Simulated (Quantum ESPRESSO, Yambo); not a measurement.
Planning a run of Yambo 5.3.0 on WS2 (Tungstenite). The input:

```
optics
chi
dipoles
Chimod= "HARTREE"
% QpntsRXd
 1 | 1 |
%
% BndsRnXd
 1 | 100 |
%
NGsBlkXd= 3 Ry
% EnRngeXd
 0 | 0.2 | eV
%
% DmRngeXd
 0.2 | 0.2 | eV
%
ETStpsXd= 3
% LongDrXd
 1 | 1 | 1 |
%
```

```sh
OMP_NUM_THREADS=4 mpirun -n 4 yambo -F optics6.in -J optics6 -C optics6 > optics6.log
```

The stored states that it reads are on a 9×9×2 mesh. It takes space group P6_3/mmc (No. 194, hexagonal). Conventional cell: a = 3.153 Å, b = 3.153 Å, c = 12.323 Å, α = 90.00°, β = 90.00°, γ = 120.00°. W has 6 S at 2.40 Å nearest. Nearest to S lie 3 W at 2.40 Å. Farther neighbours and most contacts between anions are not listed.

Q: Estimate wall time and host memory on 4 MPI ranks of Arm Neoverse V2, shared host.

It took 16 s; on shared hardware allow 7.8 s to 31 s. Peak host memory was 4.1 GiB.

[Paths, hosts, dates, memory and timing lines, banners, echoed tables and standing remarks are left out of the program output.]

[Logs are printed without paths, hosts, clocks, repeated set-up lines and the standing remarks that a program may print on its own settings, such as how far it seeks lower states.]

[Runs of the session that timed out or met a known fault of the program may be left out.]

[Hosts, paths, dates, database ids (printed as entryN), source tags and the programs' standing remarks are cut or masked in the printed files.]
